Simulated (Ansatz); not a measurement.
# GaAs (F-43m): G0W0 under other settings

A base run on GaAs (F-43m), then changed inputs.

Method: G0W0 on PBE, plane waves, PAW, in Ansatz 0.2.0.

## (1) The structure

It takes space group F-43m (No. 216, cubic). The conventional cell has a = 5.654 Å, b = 5.654 Å, c = 5.654 Å, α = 90.00°, β = 90.00°, γ = 90.00°. Nearest to Ga lie 4 As at 2.45 Å. As has 4 Ga at 2.45 Å nearest. Farther neighbours are not listed.

As a file:

```cif
data_structure
_symmetry_space_group_name_H-M 'F-43m'
_symmetry_Int_Tables_number 216
_cell_length_a 5.6537
_cell_length_b 5.6537
_cell_length_c 5.6537
_cell_angle_alpha 90.000
_cell_angle_beta 90.000
_cell_angle_gamma 90.000
_cell_volume 180.72
loop_
_atom_site_label
_atom_site_type_symbol
_atom_site_symmetry_multiplicity
_atom_site_Wyckoff_symbol
_atom_site_fract_x
_atom_site_fract_y
_atom_site_fract_z
_atom_site_occupancy
Ga1 Ga 4 a 0.00000 0.00000 0.00000 1
As1 As 4 d 0.25000 0.25000 0.75000 1
```

The cell and positions come from the Crystallography Open Database and are kept as given unless a step says otherwise. The default PAW set here is soft_1. Its files were made with PBE.

## (2) The base run: 4×4×4 mesh, 134 empty bands, screening to 120 eV

Now the one-shot GW correction: screening in the RPA, then the self-energy of the levels asked for.

Input file input.yaml:

```yaml
crystal:
  lattice:
    - [0.0, 2.82685, 2.82685]
    - [2.82685, 0.0, 2.82685]
    - [2.82685, 2.82685, 0.0]
  atoms:
    - { symbol: Ga, position: [0.0, 0.0, 0.0] }
    - { symbol: As, position: [0.25, 0.25, 0.25] }
kpoints:
  mp_grid: { grid: [4, 4, 4] }
hamiltonian:
  xc: pbe
  pseudopotentials: { kind: paw, azcp: { folder: "./paw" } }
scf:
  occupations: { method: fixed }
gw:
  n_empty_bands: 134
  ecut_chi: 120
  qp_bands: [v2, c2]
  qp_kpoints: band_edges
  screening: { model: contour_deformation }
```

Run with:

```console
$ ansatz run input.yaml --threads 3 --pin off --max-ram 92160MiB --backend cuda --events-out ev --progress --plain --runs-dir out --devices 1 --max-vram 13GiB
```

Numbers of over 12 decimals in the logs are rounded to 6 here.

The log of the run:

```text
GPUs: using 1 of 1 available (devices: 1).
Engine: ansatz 0.2.0, x86_64-unknown-linux-gnu
Pseudopotentials: kind: paw
Pseudopotential: Ga, paw, valence charge 13, recommended cutoff 420 eV (normal), <dir>
Pseudopotential: As, paw, valence charge 15, recommended cutoff 420 eV (normal), <dir>
Functional definition: PBE
  parameter kappa = 0.804
  parameter beta = 0.066725
  exchange = pbe_x(kappa = kappa, mu = beta*pi^2/3)
  correlation = pbe_c(beta = beta)
device memory: the entry about to start is reckoned to put 0.8 GiB on a device that reports 76.5 GiB free (of which the cap on the GPU budget leaves the run 13.0 GiB)
GPU FFT provider: cuFFT
GPU libraries: cuBLAS 13.8.2, cuFFT 12.4.0, cuSOLVER 12.3.4
Crystal: 2 atoms, lattice volume = 45.179 Å³
Basis set: ecut = 420 eV, 893 PW (Γ)
Bands: 18, of which v1, the nominal top of the filled ones, is band 14 counted from 1 (13 counted from 0)
Symmetry: 24 space group operations
Space group: F-43m (ITA 216), of the structure as read, at distance tolerance 3.6e-5 Å
k-points: 8 of 64 (time reversal used)
Non-local potential: Ga, projectors of the file, l = 0: 2, l = 1: 2, l = 2: 3, l = 3: 1
Non-local potential: As, projectors of the file, l = 0: 2, l = 1: 2, l = 2: 3, l = 3: 1
PAW form: soft (Blöchl's): semilocal exchange-correlation on the pseudo side does not see the compensation charge
PAW one-centre angular grid: Ga, 590 points (default); XC on 64 Gauss nodes
PAW one-centre angular grid: As, 590 points (default); XC on 64 Gauss nodes
Initial density: superposition of atomic densities (chi_scale 0.1, normalization cell, long waves kept (reshape's long-wave potential 0.00 eV rms))
Initial wavefunctions: pseudopotential atomic-orbital guess
GPU buffer pool allocated for 19683 grid points (all kernels)
GPU transforms: local potential and band sums: pruned to the plane-wave sphere, on 25×27×27
Functional: x = pbe(κ = 0.804, μ = 0.219515), c = pbe(β = 0.066725)
SCF iter   1: F=—  HF=-8639.764876 eV  |F-HF|=—  |Δ(HF+E_count)|=         —  Δρ=4.60e-2  dr2=5.43e-1  ethr=3.10e-3  ⟨swp⟩=4.5  Hψ=622  notcnv=0  defer=10
preconditioner: auto → none  [insulator: Δε(μ)=0.521 eV  Ē_g=15.649 eV  n_scr=14 (ndim 8)  ℏωp=23.4 eV  f_vac=0.001  ε∞_Penn≈3.2]
SCF iter   2: F=—  HF=-8639.685823 eV  |F-HF|=—  |Δ(HF+E_count)|=   7.91e-2  Δρ=1.98e-2  dr2=9.93e-2  ethr=1.94e-3  ⟨swp⟩=2.0  Hψ=229  notcnv=0  defer=11
SCF iter   3: F=—  HF=-8639.679029 eV  |F-HF|=—  |Δ(HF+E_count)|=   6.79e-3  Δρ=5.60e-3  dr2=7.02e-3  ethr=3.55e-4  ⟨swp⟩=2.2  Hψ=243  notcnv=0  defer=10
SCF iter   4: F=—  HF=-8639.672949 eV  |F-HF|=—  |Δ(HF+E_count)|=   6.08e-3  Δρ=9.07e-4  dr2=1.52e-4  ethr=2.51e-5  ⟨swp⟩=2.5  Hψ=244  notcnv=0  defer=12
[...]
E_nonlocal   = -485.743421
  E_hartree    = 2134.173457
  E_xc         = -133.939773
  E_vxc        = -130.045653  (∫ρ·V_xc dr)
  E_paw        = -4005.725649  (= ΣΔE_a)
  E_vpaw       = -520.686171  (= ΣTr[D̂ρ^β])
  E_aug_tail   = -0.000239  (compensation charges beyond the density's cutoff)
  E_ewald      = -2698.727786
  E_smearing   = -0.000000  (= −TS)
  E_closure    = 0.000000  (closes the sum)
  Σ components = -8639.673071   (vs F -8639.673071, Δ=0.00e0)
--- Band table (eV; the first three rows and the last of 8) ---
  k-point 0: bands = [... 10 lower, -4.7569, 7.9723, 7.9723, 7.9723, 8.4793, 11.6785, 11.6785, 11.6785]
  k-point 1: bands = [... 10 lower, -4.0637, 3.8250, 7.2901, 7.2901, 9.4073, 12.5477, 12.5477, 13.9238]
  k-point 2: bands = [... 10 lower, -2.9882, 1.3203, 6.8251, 6.8251, 8.9575, 12.5878, 12.5878, 15.7167]
  k-point 7: bands = [... 10 lower, -2.1869, 1.3227, 4.4292, 4.6184, 12.5822, 12.6837, 13.3590, 14.0055]
--- G₀W₀: contour deformation, 8 samples at zero and on the imaginary axis and 2 off it, 64 q-points, 134 empty bands' worth ---
  eigenvalues of the whole cell's RPA ε∞ on this k-mesh (on a slab, of 1 + 4πα/V) = 140.3700, 140.3700, 140.3700; static W/v taken at q = 0 is 0.007124
  bands read: the sum over 148 bands ends inside a degenerate multiplet in 4 slots, whose members it reads at an even weight; the widest, k=0: bands 148 to 150 (counted from 1) at 1/3 each
  gw.qp_kpoints: band_edges: 5 of 8 stored k-points solved, in 1 pass; an edge of the gap read off the rows below is read off those points alone
    valence top: of the k-points left out ik 5 came nearest to being solved in a further pass, in band 14 (counted from 1, as in the quasiparticle table): it holds the edge there only if its correction is more favourable than any solved in that band by at least 1.226 eV; those differ by 0.089 eV
    conduction bottom: of the k-points left out ik 4 came nearest to being solved in a further pass, in band 15 (counted from 1, as in the quasiparticle table): it holds the edge there only if its correction is more favourable than any solved in that band by at least 1.178 eV; those differ by 0.501 eV
    ik  band        ε_KS         Σx   Σc(E_QP)       V_xc       Z   E_QP_lin       E_QP  E_QP is
     0    13      7.9723   -17.1616     1.3670   -15.3223  0.7575     7.4892     7.5000  root
     0    14      7.9723   -17.1616     1.3670   -15.3223  0.7575     7.4892     7.5000  root
     0    15      8.4793   -11.6241    -4.1055   -16.0509  0.7665     8.8043     8.8006  root
     0    16     11.6785    -7.7325    -4.4128   -12.1841  0.7548    11.7174    11.7174  root
     1    13      7.2901   -16.6131     1.5118   -14.6082  0.7533     6.7835     6.7969  root
     1    14      7.2901   -16.6131     1.5118   -14.6082  0.7533     6.7835     6.7969  root
     1    15      9.4073    -9.5859    -4.0843   -13.8137  0.7654     9.5515     9.5508  root
     1    16     12.5477    -7.8020    -4.6336   -12.4777  0.7511    12.5899    12.5898  root
[...]
6    13      5.2848   -15.7949     2.2219   -13.0122  0.7282     4.7071     4.7240  root
     6    14      5.2848   -15.7949     2.2219   -13.0122  0.7282     4.7071     4.7240  root
     6    15      9.4175    -6.7456    -3.8787   -10.4445  0.7757     9.2386     9.2377  root
     6    16      9.6179    -8.0198    -3.9200   -11.8818  0.7696     9.5600     9.5599  root
[key lines of the parts left out:]
SCF converged after 7 iterations
Free energy (F): -8639.673071 eV
Fermi energy:    7.972274 eV
```

Wall time 14 s (1 × NVIDIA H100 80GB HBM3 (shared by 6 runs) with 3 threads of AMD EPYC 7R13 (Zen 3), shared host); peak memory 1.1 GiB; 5.4 s of CPU time.

In the SCF lines HF is the Harris–Foulkes energy and dr2 the Hartree energy of the density residual, in eV; the loop may stop once dr2 is under the threshold and the program's other checks hold. Hψ counts applications of the Hamiltonian.

This step gave:

```yaml
bands_summed: 148
rpa_eps_infinity_on_this_mesh_eigenvalues: 140.4, 140.4, 140.4
plane_waves_in_the_screening_matrix: 137
q_points_in_the_mesh: 64
g0w0_gap_on_the_mesh: 1.301 eV
k_of_the_valence_top: 0, 0, 0
k_of_the_conduction_bottom: 0, 0, 0
starting_gap_on_the_mesh: 0.5070 eV
z_at_the_valence_top: 0.7575
z_at_the_conduction_bottom: 0.7665
least_direct_g0w0_gap_on_the_computed_points: 1.301 eV
```

The gap on the mesh goes from 0.51 eV to 1.30 eV, a correction of +0.79 eV. Between the two edge states, bare exchange in place of the xc potential would open the gap by 6.27 eV, and correlation takes back 5.47 eV.

## (3) Variant: wider window of levels

Edit input.yaml of step 2 so:

```diff
@@ -16,6 +16,6 @@
 gw:
-  n_empty_bands: 134
-  ecut_chi: 120
-  qp_bands: [v2, c2]
-  qp_kpoints: band_edges
+  n_empty_bands: 102
+  ecut_chi: 100
+  qp_bands: [v6, c4]
+  qp_kpoints: [[0, 0, 0]]
   screening: { model: contour_deformation }
```

The log of the run:

```text
GPUs: using 1 of 1 available (devices: 1).
[...]
GPU FFT provider: cuFFT
GPU libraries: cuBLAS 13.8.2, cuFFT 12.4.0, cuSOLVER 12.3.4
Crystal: 2 atoms, lattice volume = 45.179 Å³
Basis set: ecut = 420 eV, 893 PW (Γ)
Bands: 18, of which v1, the nominal top of the filled ones, is band 14 counted from 1 (13 counted from 0)
[... 1 set-up line as in the run before ...]
[...]
k-points: 8 of 64 (time reversal used)
[...]
GPU buffer pool allocated for 19683 grid points (all kernels)
[...]
SCF iter   1: F=—  HF=-8639.764876 eV  |F-HF|=—  |Δ(HF+E_count)|=         —  Δρ=4.60e-2  dr2=5.43e-1  ethr=3.10e-3  ⟨swp⟩=4.5  Hψ=622  notcnv=0  defer=10
[...]
SCF iter   7: F=-8639.673071 eV  HF=-8639.673071 eV  |F-HF|=6.45e-8  |Δ(HF+E_count)|=   4.22e-7  Δρ=1.14e-5  dr2=4.49e-8  ethr=3.57e-10  ⟨swp⟩=4.0  Hψ=685  notcnv=0
SCF 1 converged in 7 iterations: F = -8639.673071 eV  dr2 = 4.49e-8
[...]
NSCF: frozen V_eff on 8 k-points
[...]
G₀W₀ screening: q 1/8
[... further progress lines ...]
[...]
SCF converged after 7 iterations
Free energy (F): -8639.673071 eV
[...]
Internal energy: -8639.673071 eV  (E = F + TS)
E sigma→0 (E₀):  -8639.673071 eV
Fermi energy:    7.972274 eV
[...]
--- Band table (eV; the first three rows and the last of 8) ---
  k-point 0: bands = [... 10 lower, -4.7569, 7.9723, 7.9723, 7.9723, 8.4793, 11.6785, 11.6785, 11.6785]
  k-point 1: bands = [... 10 lower, -4.0637, 3.8250, 7.2901, 7.2901, 9.4073, 12.5477, 12.5477, 13.9238]
  k-point 2: bands = [... 10 lower, -2.9882, 1.3203, 6.8251, 6.8251, 8.9575, 12.5878, 12.5878, 15.7167]
  k-point 7: bands = [... 10 lower, -2.1869, 1.3227, 4.4292, 4.6184, 12.5822, 12.6837, 13.3590, 14.0055]
[...]
`?` marks the rows in doubt; gw_qp.tsv's column doubts and the gw_qp event give each row's grounds
[...]
0     9     -6.7884   -56.9001    10.6942   -43.5446  0.6791    -9.5616    -9.4497  root ?
     0    10     -6.7884   -56.9001    10.6942   -43.5446  0.6791    -9.5616    -9.4497  root ?
     0    11     -4.7569   -20.9915     6.6695   -13.9998  0.6202    -5.0839    -5.0790  root
     0    12      7.9723   -17.1616     1.4337   -15.3223  0.7576     7.5597     7.5666  root
     0    13      7.9723   -17.1616     1.4337   -15.3223  0.7576     7.5597     7.5666  root
     0    14      7.9723   -17.1616     1.4337   -15.3223  0.7576     7.5597     7.5666  root
     0    15      8.4793   -11.6241    -4.0129   -16.0509  0.7665     8.9004     8.8932  root
     0    16     11.6785    -7.7325    -4.3647   -12.1841  0.7528    11.7657    11.7654  root
     0    17     11.6785    -7.7325    -4.3647   -12.1841  0.7528    11.7657    11.7654  root
     0    18     11.6785    -7.7325    -4.3647   -12.1841  0.7528    11.7657    11.7654  root
```

Wall time 22 s (1 × NVIDIA H100 80GB HBM3 (shared by 6 runs) with 3 threads); peak memory 1 GiB; 4.3 s of CPU time.

Absolute levels on the run's own zero. QP, by row:

| k index | band | KS (eV) | Sigma_x (eV) | Sigma_c (eV) | Vxc (eV) | Z | QP linearised (eV) | QP (eV) | source | doubts |
| --- | --- | --- | --- | --- | --- | --- | --- | --- | --- | --- |
| 0 | 9 | -6.788 | -56.9 | 10.69 | -43.54 | 0.6791 | -9.562 | -9.45 | root | energies_apart |
| 0 | 10 | -6.788 | -56.9 | 10.69 | -43.54 | 0.6791 | -9.562 | -9.45 | root | energies_apart |
| 0 | 11 | -4.757 | -20.99 | 6.67 | -14 | 0.6202 | -5.084 | -5.079 | root |  |
| 0 | 12 | 7.972 | -17.16 | 1.434 | -15.32 | 0.7576 | 7.56 | 7.567 | root |  |
| 0 | 13 | 7.972 | -17.16 | 1.434 | -15.32 | 0.7576 | 7.56 | 7.567 | root |  |
| 0 | 14 | 7.972 | -17.16 | 1.434 | -15.32 | 0.7576 | 7.56 | 7.567 | root |  |
| 0 | 15 | 8.479 | -11.62 | -4.013 | -16.05 | 0.7665 | 8.9 | 8.893 | root |  |
| 0 | 16 | 11.68 | -7.732 | -4.365 | -12.18 | 0.7528 | 11.77 | 11.77 | root |  |
| 0 | 17 | 11.68 | -7.732 | -4.365 | -12.18 | 0.7528 | 11.77 | 11.77 | root |  |
| 0 | 18 | 11.68 | -7.732 | -4.365 | -12.18 | 0.7528 | 11.77 | 11.77 | root |  |

Against the base:

| setting | base | variant |
| --- | --- | --- |
| empty bands | 134 | 102 |
| screening cutoff (eV) | 120 | 100 |
| levels asked | v2 to c2 | v6 to c4 |
| points asked | band edges | [[0, 0, 0]] |

## (4) Outcome

```json
{
  "base": "1.30 eV, 14 s",
  "wider window of levels": "direct gap at the listed points 1.33 eV, 22 s"
}
```

What this shows: Wider window of levels: only the listed points were computed; the least direct gap there is 1.33 eV, with empty bands, screening cutoff, levels asked and points asked changed against the base. All runs here use a coarse mesh and modest cutoffs; they test settings and are not final values. The 4×4×4 mesh is coarse for this cell (its supercell is 16 Å along the shortest edge). The RPA ε∞ on it, from the PBE start, is 140.37; such meshes misread the long-range screening, most where the gap is narrow. On this mesh the RPA ε∞ passes 90, more than nearly any semiconductor shows; a coarse mesh does this where one point with a narrow direct gap carries much weight. The screening is then too strong, and the G0W0 gap should not be taken as the material's. The many-body steps are scalar-relativistic: spin-orbit coupling is not in them.

[Paths, hosts, dates, memory and timing lines, banners, echoed tables and standing remarks are left out of the program output.]

[Logs are printed without paths, hosts, clocks, repeated set-up lines and the standing remarks that a program may print on its own settings, such as how far it seeks lower states.]

[Runs of the session that timed out or met a known fault of the program may be left out.]

[Cells called generated may have been cut or substituted from an entry of the Crystallography Open Database or the Materials Project.]

[Hosts, paths, dates, database ids (printed as entryN), source tags and the programs' standing remarks are cut or masked in the printed files.]
